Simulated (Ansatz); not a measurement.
# Resistivity from frozen vibrations: V(100) with 4 thermally displaced layers, 2x2, part 2 of 2

Aim: the resistivity of V at 300 K from frozen thermal displacements between perfect leads.

Ansatz 0.2.0; Ansatz plane-wave DFT, PBE, PAW files; ballistic transport by layer matching (Landauer), zero bias; PAW set soft_1.

So far, open channels per spin nearest the Fermi level: step 2 (with 4 displaced layers) 10.0.

### 3. With 8 displaced layers

Each atom of 8 layers is moved at random, by amounts drawn from a normal law 0.0787 Å wide in each direction from the Debye model (380 K) at 300 K. A fresh draw is used; the growth of the resistance with length is what counts.

System of this step: V(100) with 8 thermally displaced layers, 2x2. The cell holds 72 atoms: 72 V. Its edges and angles: a = 6.052 Å, b = 6.052 Å, c = 27.234 Å, α = 90.0°, β = 90.0°, γ = 90.0°. It derives from V. Regions: lead, 40 atoms (40 V); scattering region, 32 atoms (32 V). The structure is stacked along c, and the current runs across the ab planes.

The input, input.yaml:

```yaml
crystal:
  lattice:
    - [6.052, 0.0, 0.0]
    - [0.0, 6.052, 0.0]
    - [0.0, 0.0, 27.234]
  atoms:
    - { symbol: V, position: [0.0, 0.0, 0.0277777778] }
    - { symbol: V, position: [0.0, 0.5, 0.0277777778] }
    - { symbol: V, position: [0.5, 0.0, 0.0277777778] }
    - { symbol: V, position: [0.5, 0.5, 0.0277777778] }
    - { symbol: V, position: [0.25, 0.25, 0.0833333333] }
    - { symbol: V, position: [0.25, 0.75, 0.0833333333] }
    - { symbol: V, position: [0.75, 0.25, 0.0833333333] }
    - { symbol: V, position: [0.75, 0.75, 0.0833333333] }
    - { symbol: V, position: [0.0, 0.0, 0.1388888889] }
    - { symbol: V, position: [0.0, 0.5, 0.1388888889] }
    - { symbol: V, position: [0.5, 0.0, 0.1388888889] }
    - { symbol: V, position: [0.5, 0.5, 0.1388888889] }
    - { symbol: V, position: [0.25, 0.25, 0.1944444444] }
    - { symbol: V, position: [0.25, 0.75, 0.1944444444] }
    - { symbol: V, position: [0.75, 0.25, 0.1944444444] }
    - { symbol: V, position: [0.75, 0.75, 0.1944444444] }
    - { symbol: V, position: [0.0, 0.0, 0.25] }
    - { symbol: V, position: [0.0, 0.5, 0.25] }
    - { symbol: V, position: [0.5, 0.0, 0.25] }
    - { symbol: V, position: [0.5, 0.5, 0.25] }
    - { symbol: V, position: [0.273431652, 0.2671039394, 0.3065884462] }
    - { symbol: V, position: [0.2342848836, 0.7499420706, 0.3074528807] }
    - { symbol: V, position: [0.7332438648, 0.2551388673, 0.3067979354] }
    - { symbol: V, position: [0.7590525728, 0.7345996319, 0.3036431216] }
    - { symbol: V, position: [0.9943238228, 0.9847858233, 0.3661381826] }
    - { symbol: V, position: [0.9935502982, 0.5042785039, 0.3603637921] }
    - { symbol: V, position: [0.5205942869, 0.0171723137, 0.3629416088] }
    - { symbol: V, position: [0.4713416533, 0.500676677, 0.3630870815] }
    - { symbol: V, position: [0.2630572951, 0.241963642, 0.421932592] }
    - { symbol: V, position: [0.2328267761, 0.7413963175, 0.4193691215] }
    - { symbol: V, position: [0.7506379931, 0.276042661, 0.4172115195] }
    - { symbol: V, position: [0.7417648222, 0.7450894952, 0.4135130672] }
    - { symbol: V, position: [0.9833827833, 0.008198988, 0.4739018911] }
    - { symbol: V, position: [0.0168367366, 0.4901857693, 0.4771040325] }
    - { symbol: V, position: [0.4962623011, 0.0204763948, 0.4709713969] }
    - { symbol: V, position: [0.4904344721, 0.5032486515, 0.4752032985] }
    - { symbol: V, position: [0.2520940538, 0.2423847457, 0.5239014228] }
    - { symbol: V, position: [0.2317721479, 0.7565377784, 0.5306382182] }
    - { symbol: V, position: [0.747863222, 0.2360270558, 0.5303010193] }
    - { symbol: V, position: [0.7333474885, 0.7407259991, 0.5295726259] }
    - { symbol: V, position: [0.9707351774, 0.0050250348, 0.5816522916] }
    - { symbol: V, position: [0.0014212668, 0.4990154432, 0.5839174786] }
    - { symbol: V, position: [0.5090282418, 0.9901368161, 0.5874402151] }
    - { symbol: V, position: [0.5094434101, 0.5109733945, 0.58669999] }
    - { symbol: V, position: [0.2602431927, 0.2609778947, 0.6391073674] }
    - { symbol: V, position: [0.2314437049, 0.7482436342, 0.6366648596] }
    - { symbol: V, position: [0.7314961452, 0.253361378, 0.6372456835] }
    - { symbol: V, position: [0.7366065985, 0.736434966, 0.6396646603] }
    - { symbol: V, position: [0.0046648055, 0.0171995801, 0.6944042287] }
    - { symbol: V, position: [0.0135499302, 0.5182375363, 0.6977686204] }
    - { symbol: V, position: [0.4692373972, 0.0159799801, 0.6954260045] }
    - { symbol: V, position: [0.5055114735, 0.5048280991, 0.6955506783] }
    - { symbol: V, position: [0.25, 0.25, 0.75] }
    - { symbol: V, position: [0.25, 0.75, 0.75] }
    - { symbol: V, position: [0.75, 0.25, 0.75] }
    - { symbol: V, position: [0.75, 0.75, 0.75] }
    - { symbol: V, position: [0.0, 0.0, 0.8055555556] }
    - { symbol: V, position: [0.0, 0.5, 0.8055555556] }
    - { symbol: V, position: [0.5, 0.0, 0.8055555556] }
    - { symbol: V, position: [0.5, 0.5, 0.8055555556] }
    - { symbol: V, position: [0.25, 0.25, 0.8611111111] }
    - { symbol: V, position: [0.25, 0.75, 0.8611111111] }
    - { symbol: V, position: [0.75, 0.25, 0.8611111111] }
    - { symbol: V, position: [0.75, 0.75, 0.8611111111] }
    - { symbol: V, position: [0.0, 0.0, 0.9166666667] }
    - { symbol: V, position: [0.0, 0.5, 0.9166666667] }
    - { symbol: V, position: [0.5, 0.0, 0.9166666667] }
    - { symbol: V, position: [0.5, 0.5, 0.9166666667] }
    - { symbol: V, position: [0.25, 0.25, 0.9722222222] }
    - { symbol: V, position: [0.25, 0.75, 0.9722222222] }
    - { symbol: V, position: [0.75, 0.25, 0.9722222222] }
    - { symbol: V, position: [0.75, 0.75, 0.9722222222] }
kpoints:
  mp_grid: { grid: [4, 4, 1] }
hamiltonian:
  xc: pbe
  pseudopotentials: { kind: paw, azcp: { folder: soft_1 } }
scf:
  occupations: { method: fermi_dirac, width: 0.1 }
output:
  transmission: { leads: [[0, 4]], kmesh: [8, 8], e_range: [-0.05, 0.05], de: 0.05 }
  write_potential: true
  write_density: true
  volumetric_format: npy
```

Run with:

```bash
$ ansatz run input.yaml --threads 4 --pin off --max-ram 15360MiB --backend cpu --events-out ev --progress --plain --runs-dir out
```

Numbers of over 12 decimals in the logs are rounded to 6 here.

Output:

```text
[...]
Crystal: 72 atoms, lattice volume = 997.492 Å³
Basis set: ecut = 420 eV, 19487 PW (Γ)
Bands: 562, of which v1, the nominal top of the filled ones, is band 468 counted from 1 (467 counted from 0)
Symmetry: 1 space group operations
[...]
k-points: 10 of 16 (time reversal used)
[...]
SCF iter   1: F=—  HF=-209712.489485 eV  |F-HF|=—  |Δ(HF+E_count)|=         —  Δρ=8.23e-2  dr2=9.23e1  ethr=3.10e-3  ⟨swp⟩=6.1  Hψ=20512  notcnv=0
[...]
SCF iter  10: F=-209693.668720 eV  HF=-209693.668720 eV  |F-HF|=4.26e-8  |Δ(HF+E_count)|=   3.41e-8  Δρ=1.63e-6  dr2=4.48e-8  ethr=1.07e-11  ⟨swp⟩=9.4  Hψ=13857  notcnv=0
SCF 1 converged in 10 iterations: F = -209693.668720 eV  dr2 = 4.48e-8
[...]
transmission: 117 of 1156 steps passed
transmission: 237 of 1156 steps passed
[...]
transmission: 1156 of 1156 steps passed
SCF converged after 10 iterations
Free energy (F): -209693.668720 eV
[...]
Internal energy: -209689.632104 eV  (E = F + TS)
E sigma→0 (E₀):  -209691.650412 eV
Entropy (-TS):   -4.036617 eV (-56.064 meV/atom)
Fermi energy:    16.071324 eV
[...]
--- Band table (eV; the first three rows and the last of 10) ---
  k-point 0: bands = [... 464 lower, 16.4413, 16.4425, 16.4478, 16.4491, 16.4531, 16.4645, 16.4833, 16.4879, ... 90 higher]
  k-point 1: bands = [... 464 lower, 16.2399, 16.2565, 16.2622, 16.2728, 16.2960, 16.3097, 16.3278, 16.3524, ... 90 higher]
  k-point 2: bands = [... 464 lower, 15.9807, 15.9920, 15.9960, 16.0005, 16.0078, 16.0142, 16.0257, 16.0327, ... 90 higher]
  k-point 9: bands = [... 464 lower, 15.5902, 15.5964, 15.6008, 15.6094, 15.6170, 15.6244, 15.6311, 15.6416, ... 90 higher]
--- Transmission ---
  basis      : 325 plane waves across, 34 finite elements along
  points     : 34, standing for a mesh of 8 x 8
[...]
channels       : 1.004688e1 a spin
[...]
junction   : crystal 0 to crystal 0, 0.70 to 26.42 Å
    transmission   : 5.674595e0 a spin
[...]
```

Elapsed: 16 min, on 4 threads of Arm Neoverse V2, shared host; peak memory 9.7 GiB; 56 min of CPU time.

This step gave:

```yaml
free_energy: -209693.6687 eV
energy_at_zero_smearing: -209691.6504 eV
fermi_energy: 16.07 eV
transmission_per_spin_nearest_the_fermi_level: 5.675
step_of_the_lead_s_potential: 0.9 meV
```

Per spin. The transmission, zone mean by energy, zero at the Fermi level:

```
energy (eV)  transmission, zone mean
    -0.0500                     5.80
     0.0000                     5.67
     0.0500                     5.31
```

Over the solved energies the transmission per spin lies between 5.31 and 5.80, out of 9.90 channels of the lead on average (up to 10.4).

### 4. With 12 displaced layers

Each atom of 12 layers is moved at random, by amounts drawn from a normal law 0.0787 Å wide in each direction from the Debye model (380 K) at 300 K. A fresh draw is used; the growth of the resistance with length is what counts.

System of this step: V(100) with 12 thermally displaced layers, 2x2. The cell holds 88 atoms: 88 V. Its edges and angles: a = 6.052 Å, b = 6.052 Å, c = 33.286 Å, α = 90.0°, β = 90.0°, γ = 90.0°. It derives from V. Regions: lead, 40 atoms (40 V); scattering region, 48 atoms (48 V). The structure is stacked along c, and the current runs across the ab planes.

The input, input.yaml:

```yaml
crystal:
  lattice:
    - [6.052, 0.0, 0.0]
    - [0.0, 6.052, 0.0]
    - [0.0, 0.0, 33.286]
  atoms:
    - { symbol: V, position: [0.0, 0.0, 0.0227272727] }
    - { symbol: V, position: [0.0, 0.5, 0.0227272727] }
    - { symbol: V, position: [0.5, 0.0, 0.0227272727] }
    - { symbol: V, position: [0.5, 0.5, 0.0227272727] }
    - { symbol: V, position: [0.25, 0.25, 0.0681818182] }
    - { symbol: V, position: [0.25, 0.75, 0.0681818182] }
    - { symbol: V, position: [0.75, 0.25, 0.0681818182] }
    - { symbol: V, position: [0.75, 0.75, 0.0681818182] }
    - { symbol: V, position: [0.0, 0.0, 0.1136363636] }
    - { symbol: V, position: [0.0, 0.5, 0.1136363636] }
    - { symbol: V, position: [0.5, 0.0, 0.1136363636] }
    - { symbol: V, position: [0.5, 0.5, 0.1136363636] }
    - { symbol: V, position: [0.25, 0.25, 0.1590909091] }
    - { symbol: V, position: [0.25, 0.75, 0.1590909091] }
    - { symbol: V, position: [0.75, 0.25, 0.1590909091] }
    - { symbol: V, position: [0.75, 0.75, 0.1590909091] }
    - { symbol: V, position: [0.0, 0.0, 0.2045454545] }
    - { symbol: V, position: [0.0, 0.5, 0.2045454545] }
    - { symbol: V, position: [0.5, 0.0, 0.2045454545] }
    - { symbol: V, position: [0.5, 0.5, 0.2045454545] }
    - { symbol: V, position: [0.2541542285, 0.2453320554, 0.2455032301] }
    - { symbol: V, position: [0.2485834799, 0.739546847, 0.2525542471] }
    - { symbol: V, position: [0.7462443687, 0.2510856614, 0.2479909489] }
    - { symbol: V, position: [0.7433589607, 0.7498500036, 0.2464875544] }
    - { symbol: V, position: [0.003910642, 0.9986204485, 0.2926506907] }
    - { symbol: V, position: [0.9688091306, 0.506672639, 0.2947508527] }
    - { symbol: V, position: [0.4931068315, 0.9969286268, 0.2997499403] }
    - { symbol: V, position: [0.4993523, 0.5011265504, 0.2919380854] }
    - { symbol: V, position: [0.271424916, 0.2619326393, 0.3434320566] }
    - { symbol: V, position: [0.2506200207, 0.761921803, 0.3417862636] }
    - { symbol: V, position: [0.7579749972, 0.2480206131, 0.337423809] }
    - { symbol: V, position: [0.7633810449, 0.7248343565, 0.3403417161] }
    - { symbol: V, position: [0.9973400272, 0.986436799, 0.3878134799] }
    - { symbol: V, position: [0.9973945576, 0.4943181903, 0.3875928987] }
    - { symbol: V, position: [0.4938017218, 0.0180647566, 0.3871947172] }
    - { symbol: V, position: [0.4938309334, 0.4747133334, 0.383271211] }
    - { symbol: V, position: [0.2641350732, 0.2493418551, 0.43114868] }
    - { symbol: V, position: [0.2713717555, 0.7333181566, 0.4304332851] }
    - { symbol: V, position: [0.7438536325, 0.2576257689, 0.4302491296] }
    - { symbol: V, position: [0.7420220274, 0.7291237932, 0.433542864] }
    - { symbol: V, position: [0.0104844645, 0.9938043527, 0.4776589749] }
    - { symbol: V, position: [0.9831881395, 0.4938637058, 0.4805311483] }
    - { symbol: V, position: [0.501765283, 0.0300480603, 0.4754112638] }
    - { symbol: V, position: [0.5075470467, 0.4974572958, 0.4786107087] }
    - { symbol: V, position: [0.2499062107, 0.2427011854, 0.5206756317] }
    - { symbol: V, position: [0.2898761741, 0.7489940678, 0.5179585039] }
    - { symbol: V, position: [0.7415644485, 0.25881843, 0.5215449099] }
    - { symbol: V, position: [0.7676936528, 0.7630369632, 0.5223670397] }
    - { symbol: V, position: [0.9938584672, 0.9869317874, 0.5665266173] }
    - { symbol: V, position: [0.9808406374, 0.5156641033, 0.5719433257] }
    - { symbol: V, position: [0.4836629549, 0.9846313009, 0.5639998433] }
    - { symbol: V, position: [0.4874643318, 0.4595996924, 0.5654806874] }
    - { symbol: V, position: [0.2668673857, 0.245504262, 0.6156571868] }
    - { symbol: V, position: [0.2436405799, 0.7728988371, 0.6141074516] }
    - { symbol: V, position: [0.7450317654, 0.2831962444, 0.6128690897] }
    - { symbol: V, position: [0.7341170478, 0.7526259954, 0.613544531] }
    - { symbol: V, position: [0.0138683738, 0.9880134395, 0.6609938118] }
    - { symbol: V, position: [0.011090652, 0.4913162115, 0.6594769299] }
    - { symbol: V, position: [0.4891954296, 0.0305090445, 0.6574258403] }
    - { symbol: V, position: [0.4941074172, 0.4861379539, 0.658272441] }
    - { symbol: V, position: [0.2499235777, 0.2599856903, 0.7031018455] }
    - { symbol: V, position: [0.2475838663, 0.7315774626, 0.7025889083] }
    - { symbol: V, position: [0.7858414042, 0.2635421713, 0.7026976322] }
    - { symbol: V, position: [0.7326061167, 0.7373117923, 0.7044941625] }
    - { symbol: V, position: [0.0004516617, 0.9903190159, 0.7469576557] }
    - { symbol: V, position: [0.0184991302, 0.5058745179, 0.7491142643] }
    - { symbol: V, position: [0.4971301307, 0.9931130477, 0.7430571751] }
    - { symbol: V, position: [0.5015042713, 0.4860767437, 0.7476289667] }
    - { symbol: V, position: [0.25, 0.25, 0.7954545455] }
    - { symbol: V, position: [0.25, 0.75, 0.7954545455] }
    - { symbol: V, position: [0.75, 0.25, 0.7954545455] }
    - { symbol: V, position: [0.75, 0.75, 0.7954545455] }
    - { symbol: V, position: [0.0, 0.0, 0.8409090909] }
    - { symbol: V, position: [0.0, 0.5, 0.8409090909] }
    - { symbol: V, position: [0.5, 0.0, 0.8409090909] }
    - { symbol: V, position: [0.5, 0.5, 0.8409090909] }
    - { symbol: V, position: [0.25, 0.25, 0.8863636364] }
    - { symbol: V, position: [0.25, 0.75, 0.8863636364] }
    - { symbol: V, position: [0.75, 0.25, 0.8863636364] }
    - { symbol: V, position: [0.75, 0.75, 0.8863636364] }
    - { symbol: V, position: [0.0, 0.0, 0.9318181818] }
    - { symbol: V, position: [0.0, 0.5, 0.9318181818] }
    - { symbol: V, position: [0.5, 0.0, 0.9318181818] }
    - { symbol: V, position: [0.5, 0.5, 0.9318181818] }
    - { symbol: V, position: [0.25, 0.25, 0.9772727273] }
    - { symbol: V, position: [0.25, 0.75, 0.9772727273] }
    - { symbol: V, position: [0.75, 0.25, 0.9772727273] }
    - { symbol: V, position: [0.75, 0.75, 0.9772727273] }
kpoints:
  mp_grid: { grid: [4, 4, 1] }
hamiltonian:
  xc: pbe
  pseudopotentials: { kind: paw, azcp: { folder: soft_1 } }
scf:
  occupations: { method: fermi_dirac, width: 0.1 }
output:
  transmission: { leads: [[0, 4]], kmesh: [8, 8], e_range: [-0.05, 0.05], de: 0.05 }
  write_potential: true
  write_density: true
  volumetric_format: npy
```

Output:

```text
[...]
Crystal: 88 atoms, lattice volume = 1219.156 Å³
Basis set: ecut = 420 eV, 23843 PW (Γ)
Bands: 687, of which v1, the nominal top of the filled ones, is band 572 counted from 1 (571 counted from 0)
Symmetry: 1 space group operations
[...]
k-points: 10 of 16 (time reversal used)
[...]
SCF iter   1: F=—  HF=-256314.814053 eV  |F-HF|=—  |Δ(HF+E_count)|=         —  Δρ=8.59e-2  dr2=1.36e2  ethr=3.10e-3  ⟨swp⟩=6.3  Hψ=25529  notcnv=0
[...]
SCF iter  10: F=-256290.797112 eV  HF=-256290.797112 eV  |F-HF|=8.77e-8  |Δ(HF+E_count)|=   3.95e-8  Δρ=2.23e-6  dr2=9.49e-8  ethr=8.74e-12  ⟨swp⟩=10.5  Hψ=17666  notcnv=0
SCF 1 converged in 10 iterations: F = -256290.797112 eV  dr2 = 9.49e-8
[...]
transmission: 150 of 1428 steps passed
transmission: 294 of 1428 steps passed
[...]
transmission: 1428 of 1428 steps passed
SCF converged after 10 iterations
Free energy (F): -256290.797112 eV
[...]
Internal energy: -256285.862800 eV  (E = F + TS)
E sigma→0 (E₀):  -256288.329956 eV
Entropy (-TS):   -4.934312 eV (-56.072 meV/atom)
Fermi energy:    16.074318 eV
[...]
--- Band table (eV; the first three rows and the last of 10) ---
  k-point 0: bands = [... 568 lower, 16.4793, 16.4825, 16.4990, 16.5119, 16.5184, 16.5240, 16.5403, 16.5452, ... 111 higher]
  k-point 1: bands = [... 568 lower, 16.2737, 16.2800, 16.3003, 16.3044, 16.3195, 16.3259, 16.3399, 16.3586, ... 111 higher]
  k-point 2: bands = [... 568 lower, 15.9693, 15.9754, 15.9937, 16.0071, 16.0213, 16.0228, 16.0525, 16.0561, ... 111 higher]
  k-point 9: bands = [... 568 lower, 15.6105, 15.6220, 15.6264, 15.6353, 15.6383, 15.6433, 15.6484, 15.6578, ... 111 higher]
--- Transmission ---
  basis      : 325 plane waves across, 42 finite elements along
  points     : 34, standing for a mesh of 8 x 8
[...]
channels       : 1.004688e1 a spin
[...]
junction   : crystal 0 to crystal 0, 0.70 to 32.47 Å
    transmission   : 4.491502e0 a spin
[...]
```

Elapsed: 24 min, on 4 threads; peak memory 7.2 GiB; 81 min of CPU time.

This step gave:

```yaml
free_energy: -256290.7971 eV
energy_at_zero_smearing: -256288.3300 eV
transmission_per_spin_nearest_the_fermi_level: 4.492
step_of_the_lead_s_potential: 2.9 meV
```

Per spin. The transmission, zone mean by energy, zero at the Fermi level:

```csv
energy (eV),"transmission, zone mean"
-0.0500,4.57
0.0000,4.49
0.0500,4.28
```

Over the solved energies the transmission per spin lies between 4.28 and 4.57, out of 9.90 channels of the lead on average (up to 10.4).

### 5. The fit

This step: Ansatz plane-wave DFT, PBE, PAW files; ballistic transport by layer matching (Landauer), zero bias; resistivity from the slope of the area resistance; PAW set soft_1 (Ansatz 0.2.0).

Numbers from this step:

* resistivity: 32.59 µΩ cm
* intercept: -0.01282 fΩ m²
* scatter about the fit: 0.009988 fΩ m²

Resistance, by row:

```csv
run,length (Å),T,channels N,RA (fΩ m²)
n4,6.052,7.099,9.964,0.1915
n8,12.1,5.594,9.901,0.3676
n12,18.16,4.445,9.901,0.586
```

Table of area resistance by length of the displaced region:

```csv
length of the displaced region (Å),area resistance (fΩ m²)
6.05,0.191
12.10,0.368
18.16,0.586
```

The area resistance goes from 0.19 to 0.59 fΩ m² between 6.1 and 18.2 Å, a slope of 33 µΩ cm.

By hand from the end points: (0.5860 − 0.1915) fΩ m² / (18.16 − 6.05) Å = 33 µΩ cm, since 1 fΩ m² per Å is 1000 µΩ cm.

### 6. Results

| Item | Value |
| --- | --- |
| resistivity from the slope | 32.6 µΩ cm |
| area resistance over 6.05 Å | 0.191 fΩ m² |
| area resistance over 12.1 Å | 0.368 fΩ m² |
| area resistance over 18.2 Å | 0.586 fΩ m² |

In words: The slope gives 33 µΩ cm. The points scatter by 0.0100 fΩ m² about the line, with one random draw a length in a 2x2 cell, so the slope is a rough value. The mean square of the displacements drawn is 0.78, 0.99 and 1.2 of the nominal one at the three lengths; with each resistance scaled back by that, the slope is 21 µΩ cm, the value used below. Read with a model of isotropic scattering on a spherical Fermi surface and the lead's 2.1×10¹⁵ S/m², this slope means a mean free path near 18 Å; over these lengths the model's slope is 1.04 times its bulk resistivity, which would be 20 µΩ cm. Uncorrelated displacements put too much weight on short waves, which scatter strongly; with the sideways repeat of a small cell, one draw and three short lengths, the method is good to a factor of two or three. The measured value is 20.2 µΩ cm (CRC Handbook of Chemistry and Physics, 84th ed., 2003, Electrical Resistivity of Pure Metals); the scaled slope is 1.0 times that and the corrected value 0.99: fair for so small a cell.

[Logs are printed without paths, hosts, clocks, repeated set-up lines and the standing remarks that a program may print on its own settings, such as how far it seeks lower states.]

[Hosts, paths, dates, database ids (printed as entryN), source tags and the programs' standing remarks are cut or masked in the printed files.]
